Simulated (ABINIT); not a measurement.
# Cs2InAgCl6 (Fm-3m): one start, several treatments of the self-energy, part 2 of 3

How much does the gap of Cs2InAgCl6 (Fm-3m) depend on the approximation to the self-energy?

ABINIT 10.8.3; PBEsol and many-body steps on it, plane waves. Known limits of the many-body steps: not at the basis limit; exchange with frozen shells missing; d shell near the gap, gap tends to lie low; no spin-orbit coupling; coarse k mesh.

So far. Step 5 (G0W0, Hybertsen-Louie plasmon pole): Against G0W0 in ABINIT (2×2×2 mesh, 262 bands, screening to 122.5 eV, Godby-Needs plasmon pole), the gap moves by −0.062 eV. Step 6 (G0W0, von der Linden-Horsch plasmon pole): Against G0W0 in ABINIT (2×2×2 mesh, 262 bands, screening to 122.5 eV, Godby-Needs plasmon pole), the gap moves by −0.146 eV.

### Step 7. G0W0, Engel-Farid plasmon pole

Level of this step: G0W0 on PBEsol, plane waves, norm-conserving pseudopotentials (ABINIT).

The input, run.abi:

```
acell 3*1.0 Angstrom
rprim 
  0.000000000000 5.234500000000 5.234500000000
  5.234500000000 0.000000000000 5.234500000000
  5.234500000000 5.234500000000 0.000000000000
ntypat 4
znucl 55 49 47 17
natom 10
typat 1 1 2 3 4 4 4 4 4 4
xred 
  0.250000000000 0.250000000000 0.250000000000
  0.750000000000 0.750000000000 0.750000000000
  0.000000000000 0.000000000000 0.000000000000
  0.500000000000 0.500000000000 0.500000000000
  0.760210000000 0.239790000000 0.239790000000
  0.239790000000 0.760210000000 0.239790000000
  0.239790000000 0.760210000000 0.760210000000
  0.760210000000 0.239790000000 0.760210000000
  0.239790000000 0.239790000000 0.760210000000
  0.760210000000 0.760210000000 0.239790000000
pp_dirpath "pseudos"
pseudos "Cs.upf, In.upf, Ag.upf, Cl.upf"
ecut 37
ngkpt 2 2 2
nshiftk 1
shiftk 0 0 0
kptopt 1
chksymbreak 0
istwfk *1
occopt 1
irdwfk 1
optdriver 4
nband 262
gwcalctyp 0
ecutsigx 37
symsigma 1
nkptgw 1
kptgw 
  0.0000000000 0.0000000000 0.0000000000
bdgw 
  45 48
ecuteps 4.5
irdscr 1
ppmodel 4
indata_prefix "in"
outdata_prefix "out"
tmpdata_prefix "tmp"
```

Started as:

```console
$ OMP_NUM_THREADS=1 mpirun -n 8 abinit run.abi > log
```

Output:

```text
.Version 10.8.3 of ABINIT. v10.8.2 released Aug 2026.

 Symmetries : space group Fm -3 m (#225); Bravais cF (face-center cubic)
[... echo of the input left out ...]
== DATASET  1 ==================================================================
-   mpi_nproc: 8, omp_nthreads: 1 (-1 if OMP is not activated)

--- !DatasetInfo
iteration_state: {dtset: 1, }
dimensions: {natom: 10, nkpt: 3, mband: 262, nsppol: 1, nspinor: 1, nspden: 1, mpw: 20827, }
cutoff_energies: {ecut:  37.0, pawecutdg:  -1.0, }
[...]
46   2.000 -20.134 -24.310   3.614   0.805  -0.242 -20.586  -0.452   1.548
       47   3.039 -12.327  -8.154  -2.971   0.839  -0.192 -11.319   1.009   4.048
       48   7.082  -7.675  -3.449  -3.262   0.862  -0.160  -6.844   0.831   7.913

== END DATASET(S) ==============================================================
================================================================================

 -outvars: echo values of variables after computation  --------
           etotal      0.0000000000E+00
            nband         262
             nkpt           3
          spgroup         225
 [... the other variables as echoed above ...]

 Calculation completed.
```

It took 41 s on 8 MPI ranks of Intel Xeon Platinum 8488C (Sapphire Rapids), shared host; peak memory 4.6 GiB; 5.5 min of CPU time.

Numbers from this step:

| Property | Result |
| --- | --- |
| G0W0 gap on the points computed | 2.5 eV |
| starting gap on the mesh | 1.038 eV |
| k of the valence top | 0, 0, 0 |
| k of the conduction bottom | 0, 0, 0 |
| least direct G0W0 gap on the computed points | 2.5 eV |

Against G0W0 in ABINIT (2×2×2 mesh, 262 bands, screening to 122.5 eV, Godby-Needs plasmon pole), the gap moves by −0.129 eV.

### Step 8. One-shot SEX

This step: one-shot SEX on PBEsol, plane waves, norm-conserving pseudopotentials.

run.abi: that of step 7 with these lines changed.

```diff
@@ -33,3 +33,3 @@
 nband 262
-gwcalctyp 0
+gwcalctyp 6
 ecutsigx 37
@@ -43,3 +43,2 @@
 irdscr 1
-ppmodel 4
 indata_prefix "in"
```

Output:

```text
.Version 10.8.3 of ABINIT. v10.8.2 released Aug 2026.

 Symmetries : space group Fm -3 m (#225); Bravais cF (face-center cubic)
[... echo of the input left out ...]
== DATASET  1 ==================================================================
-   mpi_nproc: 8, omp_nthreads: 1 (-1 if OMP is not activated)

--- !DatasetInfo
iteration_state: {dtset: 1, }
dimensions: {natom: 10, nkpt: 3, mband: 262, nsppol: 1, nspinor: 1, nspden: 1, mpw: 20827, }
cutoff_energies: {ecut:  37.0, pawecutdg:  -1.0, }
[...]
46   2.000 -20.134 -24.310  11.860   1.000   0.000 -12.450   7.684   9.684
       47   3.039 -12.327  -8.154   3.643   1.000   0.000  -4.511   7.817  10.856
       48   7.082  -7.675  -3.449   1.448   1.000   0.000  -2.001   5.674  12.756

== END DATASET(S) ==============================================================
================================================================================

 -outvars: echo values of variables after computation  --------
           etotal      0.0000000000E+00
            nband         262
             nkpt           3
          spgroup         225
 [... the other variables as echoed above ...]

 Calculation completed.
```

It took 9.4 s on 8 MPI ranks; peak memory 3.7 GiB.

This step gave:

| Item | Value |
| --- | --- |
| quasiparticle gap on the points computed | 1.172 eV |
| starting gap on the mesh | 1.038 eV |
| k of the valence top | 0, 0, 0 |
| k of the conduction bottom | 0, 0, 0 |
| least direct quasiparticle gap on the computed points | 1.172 eV |

Against G0W0 in ABINIT (2×2×2 mesh, 262 bands, screening to 122.5 eV, Godby-Needs plasmon pole), the gap moves by −1.457 eV.

### Step 9. One-shot COHSEX

This step: one-shot COHSEX on PBEsol, plane waves, norm-conserving pseudopotentials.

run.abi: that of step 8 with these lines changed.

```diff
@@ -33,3 +33,3 @@
 nband 262
-gwcalctyp 6
+gwcalctyp 7
 ecutsigx 37
```

Output:

```text
.Version 10.8.3 of ABINIT. v10.8.2 released Aug 2026.

 Symmetries : space group Fm -3 m (#225); Bravais cF (face-center cubic)
[... echo of the input left out ...]
== DATASET  1 ==================================================================
-   mpi_nproc: 8, omp_nthreads: 1 (-1 if OMP is not activated)

--- !DatasetInfo
iteration_state: {dtset: 1, }
dimensions: {natom: 10, nkpt: 3, mband: 262, nsppol: 1, nspinor: 1, nspden: 1, mpw: 20827, }
cutoff_energies: {ecut:  37.0, pawecutdg:  -1.0, }
[...]
46   2.000 -20.134 -24.310   1.651   1.000   0.000 -22.659  -2.525  -0.525
       47   3.039 -12.327  -8.154  -4.572   1.000   0.000 -12.726  -0.399   2.640
       48   7.082  -7.675  -3.449  -4.375   1.000   0.000  -7.824  -0.149   6.933

== END DATASET(S) ==============================================================
================================================================================

 -outvars: echo values of variables after computation  --------
           etotal      0.0000000000E+00
            nband         262
             nkpt           3
          spgroup         225
 [... the other variables as echoed above ...]

 Calculation completed.
```

Elapsed: 9.6 s, on 8 MPI ranks; peak memory 3.7 GiB; 74 s of CPU time.

This step gave:

```yaml
quasiparticle_gap_on_the_points_computed: 3.165 eV
starting_gap_on_the_mesh: 1.038 eV
k_of_the_valence_top: 0, 0, 0
k_of_the_conduction_bottom: 0, 0, 0
least_direct_quasiparticle_gap_on_the_computed_points: 3.165 eV
```

Against G0W0 in ABINIT (2×2×2 mesh, 262 bands, screening to 122.5 eV, Godby-Needs plasmon pole), the gap moves by +0.536 eV.

### Step 10. One-shot Hartree-Fock

This step: one-shot Hartree-Fock on PBEsol, plane waves, norm-conserving pseudopotentials.

run.abi: that of step 9 with these lines changed.

```diff
@@ -32,4 +32,4 @@
 optdriver 4
-nband 262
-gwcalctyp 7
+nband 50
+gwcalctyp 5
 ecutsigx 37
@@ -41,4 +41,4 @@
   45 48
-ecuteps 4.5
-irdscr 1
+ixc_sigma 40
+fftgw 31
 indata_prefix "in"
```

Output:

```text
.Version 10.8.3 of ABINIT. v10.8.2 released Aug 2026.

 Symmetries : space group Fm -3 m (#225); Bravais cF (face-center cubic)
[... echo of the input left out ...]
== DATASET  1 ==================================================================
-   mpi_nproc: 8, omp_nthreads: 1 (-1 if OMP is not activated)

--- !DatasetInfo
iteration_state: {dtset: 1, }
dimensions: {natom: 10, nkpt: 3, mband: 50, nsppol: 1, nspinor: 1, nspden: 1, mpw: 20827, }
cutoff_energies: {ecut:  37.0, pawecutdg:  -1.0, }
[...]
46   2.000 -20.134 -24.310   0.000   1.000   0.000 -24.310  -4.176  -2.176
       47   3.039 -12.327  -8.154   0.000   1.000   0.000  -8.154   4.173   7.212
       48   7.082  -7.675  -3.449   0.000   1.000   0.000  -3.449   4.226  11.308

== END DATASET(S) ==============================================================
================================================================================

 -outvars: echo values of variables after computation  --------
           etotal      0.0000000000E+00
            nband          50
             nkpt           3
          spgroup         225
 [... the other variables as echoed above ...]

 Calculation completed.
```

Elapsed: 8.6 s, on 8 MPI ranks; peak memory 3.7 GiB.

This step gave:

- quasiparticle gap on the points computed: 9.388 eV
- starting gap on the mesh: 1.038 eV
- k of the valence top: 0, 0, 0
- k of the conduction bottom: 0, 0, 0
- least direct quasiparticle gap on the computed points: 9.388 eV

Against G0W0 in ABINIT (2×2×2 mesh, 262 bands, screening to 122.5 eV, Godby-Needs plasmon pole), the gap moves by +6.759 eV.

### Step 11. Screening, 2×2×2 mesh, 262 bands, screening to 122.5 eV

This step: RPA screening on PBEsol, plane waves, norm-conserving pseudopotentials.

run.abi: that of step 10 with these lines changed.

```diff
@@ -31,14 +31,14 @@
 irdwfk 1
-optdriver 4
-nband 50
-gwcalctyp 5
-ecutsigx 37
-symsigma 1
-nkptgw 1
-kptgw 
-  0.0000000000 0.0000000000 0.0000000000
-bdgw 
-  45 48
-ixc_sigma 40
-fftgw 31
+optdriver 3
+nband 262
+ecuteps 4.5
+inclvkb 2
+awtr 1
+symchi 1
+gwcalctyp 2
+nfreqre 16
+freqremax 40 eV
+nfreqim 8
+spmeth 1
+nomegasf 120
 indata_prefix "in"
```

Output:

```text
.Version 10.8.3 of ABINIT. v10.8.2 released Aug 2026.

 Symmetries : space group Fm -3 m (#225); Bravais cF (face-center cubic)
[... echo of the input left out ...]
== DATASET  1 ==================================================================
-   mpi_nproc: 8, omp_nthreads: 1 (-1 if OMP is not activated)

--- !DatasetInfo
iteration_state: {dtset: 1, }
dimensions: {natom: 10, nkpt: 3, mband: 262, nsppol: 1, nspinor: 1, nspden: 1, mpw: 20827, }
cutoff_energies: {ecut:  37.0, pawecutdg:  -1.0, }
electrons: {nelect:   9.20000000E+01, charge:   0.00000000E+00, occopt:   1.00000000E+00, tsmear:   1.00000000E-02, }

 SCREENING: Calculation of the susceptibility and dielectric matrices

 Based on a program developped by R.W. Godby, V. Olevano, G. Onida, and L. Reining.
 Incorporated in ABINIT by V. Olevano, G.-M. Rignanese, and M. Torrent.
.Using double precision arithmetic ; gwpc =  8

[... cell and pseudopotentials left out ...]
--------------------------------------------------------------------------------

 ==== K-mesh for the wavefunctions ====
 Number of points in the irreducible wedge :     3
[... list of points left out ...]
 Together with 48 symmetry operations and time-reversal symmetry
 yields     8 points in the full Brillouin Zone.

 ==== Q-mesh for the screening function ====
 Number of points in the irreducible wedge :     3
[... list of points left out ...]
 Together with 48 symmetry operations and time-reversal symmetry
 yields     8 points in the full Brillouin Zone.

 setmesh: FFT mesh size selected  =    54x   54x   54
          total number of points  =       157464

 vcoul_init : cutoff-mode = AUXILIARY_FUNCTION
 q-points for optical limit:   1
     1)      0.000010    0.000020    0.000030

- screening: taking advantage of time-reversal symmetry
- Maximum band index for partially occupied states nbvw = 46
- Remaining bands to be divided among processors   nbcw = 216
- Number of bands treated by each node ~27

 Number of electrons calculated from density =   92.0000; Expected =   92.0000
 average of density, n =  0.047526
 r_s =    1.7126
 omega_plasma =   21.0292 [eV]

 calculating chi0 at frequencies [eV] :
  1    0.000000E+00    0.000000E+00
  2    2.666667E+00    0.000000E+00
  3    5.333333E+00    0.000000E+00
[...]
23    0.000000E+00    5.355779E+01
 24    0.000000E+00    7.540996E+01

--------------------------------------------------------------------------------
  q-point number  1        q = ( 0.000000, 0.000000, 0.000000) [r.l.u.]
--------------------------------------------------------------------------------
[... chi0 elements left out ...]
  [... further frequencies ...]

 No. of calculated frequencies >  15, stop printing
 For q-point:  0.000010 0.000020 0.000030
  dielectric constant =   4.1286
  dielectric constant without local fields =   4.6448

  Average fulfillment of the sum rule on Im[epsilon] for q-point    1 :     59.56  [%]
[... wings left out ...]
  q-point number  2        q = ( 0.500000, 0.000000, 0.000000) [r.l.u.]
--------------------------------------------------------------------------------
[... chi0 elements left out ...]
  [... further frequencies ...]

 No. of calculated frequencies >  15, stop printing
  Average fulfillment of the sum rule on Im[epsilon] for q-point    2 :     64.58  [%]

 [... 1 further q-points ...]
```

Run time: 7 min. Hardware: 8 MPI ranks; peak memory 20 GiB.

Numbers from this step:

| Property | Result |
| --- | --- |
| ε∞ with local fields, on this mesh, along the program's q direction | 4.129 |
| the same without local fields | 4.645 |
| plasma frequency | 21.03 eV |
| plane waves in the screening matrix | 893 |

### Step 12. G0W0, contour deformation

This step: G0W0 on PBEsol, plane waves, norm-conserving pseudopotentials.

run.abi: that of step 11 with these lines changed.

```diff
@@ -31,14 +31,15 @@
 irdwfk 1
-optdriver 3
+optdriver 4
 nband 262
+gwcalctyp 2
+ecutsigx 37
+symsigma 1
+nkptgw 1
+kptgw 
+  0.0000000000 0.0000000000 0.0000000000
+bdgw 
+  45 48
 ecuteps 4.5
-inclvkb 2
-awtr 1
-symchi 1
-gwcalctyp 2
-nfreqre 16
-freqremax 40 eV
-nfreqim 8
-spmeth 1
-nomegasf 120
+irdscr 1
+gwmem 01
 indata_prefix "in"
```

Output:

```text
.Version 10.8.3 of ABINIT. v10.8.2 released Aug 2026.

 Symmetries : space group Fm -3 m (#225); Bravais cF (face-center cubic)
[... echo of the input left out ...]
== DATASET  1 ==================================================================
-   mpi_nproc: 8, omp_nthreads: 1 (-1 if OMP is not activated)

--- !DatasetInfo
iteration_state: {dtset: 1, }
dimensions: {natom: 10, nkpt: 3, mband: 262, nsppol: 1, nspinor: 1, nspden: 1, mpw: 20827, }
cutoff_energies: {ecut:  37.0, pawecutdg:  -1.0, }
[...]
46   2.000 -20.134 -24.310   3.620   0.746  -0.341 -20.549  -0.415   1.586
[...]
48   7.082  -7.675  -3.449  -3.174   0.829  -0.207  -6.804   0.872   7.954
       48   0.000   0.000   0.000  -0.000   0.000   0.000  -0.000  -0.000  -0.000

== END DATASET(S) ==============================================================
================================================================================

 -outvars: echo values of variables after computation  --------
           etotal      0.0000000000E+00
            nband         262
             nkpt           3
          spgroup         225
 [... the other variables as echoed above ...]

 Calculation completed.
```

Elapsed: 23 s, on 8 MPI ranks; peak memory 6.3 GiB.

Numbers from this step:

| Item | Value |
| --- | --- |
| G0W0 gap on the points computed | 2.561 eV |
| starting gap on the mesh | 1.038 eV |
| k of the valence top | 0, 0, 0 |
| k of the conduction bottom | 0, 0, 0 |
| least direct G0W0 gap on the computed points | 2.561 eV |

Against G0W0 in ABINIT (2×2×2 mesh, 262 bands, screening to 122.5 eV, Godby-Needs plasmon pole), the gap moves by −0.068 eV.

### Step 13. Screening, 2×2×2 mesh, 262 bands, screening to 122.5 eV

This step: RPA screening on PBEsol, plane waves, norm-conserving pseudopotentials.

run.abi: that of step 12 with these lines changed.

```diff
@@ -31,15 +31,11 @@
 irdwfk 1
-optdriver 4
+optdriver 3
 nband 262
-gwcalctyp 2
-ecutsigx 37
-symsigma 1
-nkptgw 1
-kptgw 
-  0.0000000000 0.0000000000 0.0000000000
-bdgw 
-  45 48
 ecuteps 4.5
-irdscr 1
-gwmem 01
+inclvkb 2
+awtr 1
+symchi 1
+gwcalctyp 1
+nfreqre 0
+nfreqim 16
 indata_prefix "in"
```

Output:

```text
.Version 10.8.3 of ABINIT. v10.8.2 released Aug 2026.

 Symmetries : space group Fm -3 m (#225); Bravais cF (face-center cubic)
[... echo of the input left out ...]
== DATASET  1 ==================================================================
-   mpi_nproc: 8, omp_nthreads: 1 (-1 if OMP is not activated)

--- !DatasetInfo
iteration_state: {dtset: 1, }
dimensions: {natom: 10, nkpt: 3, mband: 262, nsppol: 1, nspinor: 1, nspden: 1, mpw: 20827, }
cutoff_energies: {ecut:  37.0, pawecutdg:  -1.0, }
[...]
No. of calculated frequencies >  15, stop printing
 For q-point:  0.000010 0.000020 0.000030
  dielectric constant =   4.0723
  dielectric constant without local fields =   4.5835

  Average fulfillment of the sum rule on Im[epsilon] for q-point    1 :     59.56  [%]
[... wings left out ...]
  q-point number  2        q = ( 0.500000, 0.000000, 0.000000) [r.l.u.]
--------------------------------------------------------------------------------
[... chi0 elements left out ...]
  [... further frequencies ...]

 No. of calculated frequencies >  15, stop printing
  Average fulfillment of the sum rule on Im[epsilon] for q-point    2 :     64.58  [%]

 [... 1 further q-points ...]
```

The job ended after 7.9 min (8 MPI ranks; peak memory 11 GiB; 64 min of CPU time).

This step gave:

* ε∞ with local fields, on this mesh, along the program's q direction: 4.072
* the same without local fields: 4.583
* plasma frequency: 21.03 eV
* plane waves in the screening matrix: 893

(Continued in part 3 of 3.)

[Paths, hosts, dates, memory and timing lines, banners, echoed tables and standing remarks are left out of the program output.]

[Logs are printed without paths, hosts, clocks, repeated set-up lines and the standing remarks that a program may print on its own settings, such as how far it seeks lower states.]

[Runs of the session that timed out or met a known fault of the program may be left out.]

[Hosts, paths, dates, database ids (printed as entryN), source tags and the programs' standing remarks are cut or masked in the printed files.]

[G0W0 gaps are taken among the corrected bands and points alone; a level outside them can change the order at an edge.]

[Where Ansatz stands beside ABINIT at settings called matched, ABINIT's density can come from a denser mesh and the files from another edition; pairs whose starting gaps differed by over 0.03 eV were left out, so agreement reads better than it is.]
